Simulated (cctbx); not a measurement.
# What is wrong with this refinement?

Cell a = 8.2380 Å, b = 10.7270 Å, c = 10.7490 Å, α = 90.00°, β = 90.00°, γ = 90.00°; space group Pnna (no. 52). The compound is TlFeI2Br2.

Simulated single-crystal data (cctbx): Mo Kα, λ = 0.71073 Å, to d = 0.77 Å, 50 % of the full sphere, strongest reflection 40000 counts, noise from counting, a 4 % proportional error and a noise floor of 2 counts (s.d.); no absorption, and some extinction, which the refinements don't model.

An anisotropic refinement with weights 1/σ² prints:

```text
Rint 0.030, 1072 unique reflections to 0.77 A
cycle     R1     wR2    GooF  max shift (A)
   1  0.0278  0.0785   2.643   0.00058
   2  0.0204  0.0579   1.948   0.00001
final R1 0.0204 wR2 0.0579 GooF 1.948  parameters 28  data/parameter 38.3
atom        x        y        z      Ueq    occ   su(xyz)  su(Uiso or U11)
Tl1    0.16277  0.25000  0.75000   0.0059  1.000  0.00003  0.0002
I1     0.50959  0.45719  0.81828   0.0051  1.000  0.00003  0.0002
Br1    0.82159  0.32796  0.55484   0.0061  1.000  0.00005  0.0002
Fe1    0.75000  0.50000  0.68094   0.0046  1.000  0.00008  0.0004
difference map: max 1.18 min -4.38 rms 0.33
Q1    0.0174  0.7534  0.6154    8    1.19  2.31 A from I1
Q2    0.1198  0.5255  0.7575    8    1.02  1.26 A from I1
Q3    0.2337  0.7391  0.5066    8    0.98  1.08 A from Br1
Q4    0.1862  0.1037  0.2727    8    0.96  1.58 A from Fe1
Q5    0.0003  0.1023  0.8256    8    0.92  2.09 A from Br1
Q6    0.0126  0.5985  0.2465    8    0.89  1.67 A from I1
```

Q: Accept it or mend it, and why?

Mend it. The fault: anomalous dispersion left out. Against the right model at the same level, R1 goes from 0.0148 to 0.0204 and GooF from 1.09 to 1.95 and U of Fe1 shrinks from 0.0072 to 0.0046 Å². No atom is wrong: without f′ and f″ the atoms near an edge get the wrong scattering power, which U and the scale absorb. The signs are weak, and the output alone doesn't single this fault out.

The compound is TlFeI2Br2. The right model at the same level gives:

```text
Rint 0.030, 1072 unique reflections to 0.77 A
cycle     R1     wR2    GooF  max shift (A)
   1  0.0149  0.0327   1.102   0.00009
   2  0.0148  0.0324   1.091   0.00000
final R1 0.0148 wR2 0.0324 GooF 1.091  parameters 28  data/parameter 38.3
atom        x        y        z      Ueq    occ   su(xyz)  su(Uiso or U11)
Tl1    0.16279  0.25000  0.75000   0.0047  1.000  0.00002  0.0001
I1     0.50962  0.45720  0.81829   0.0052  1.000  0.00002  0.0001
Br1    0.82164  0.32798  0.55482   0.0067  1.000  0.00003  0.0001
Fe1    0.75000  0.50000  0.68090   0.0072  1.000  0.00004  0.0002
difference map: max 0.82 min -2.58 rms 0.25
Q1    0.1205  0.5228  0.7570    8    0.86  1.28 A from I1
Q2    0.1948  0.1044  0.2600    8    0.73  1.48 A from Fe1
Q3    0.2265  0.7320  0.5025    8    0.73  0.97 A from Br1
Q4    0.0188  0.2040  0.1820    8    0.71  2.27 A from I1
Q5    0.0998  0.7464  0.0034    8    0.71  1.22 A from Br1
Q6    0.0652  0.5607  0.9281    8    0.70  1.34 A from I1
```

This is a model crystal, built by substitution and not relaxed, with assumed displacement parameters.

[Middle refinement cycles are left out of these outputs.]

[Logs are printed without paths, hosts, clocks, repeated set-up lines and the standing remarks that a program may print on its own settings, such as how far it seeks lower states.]
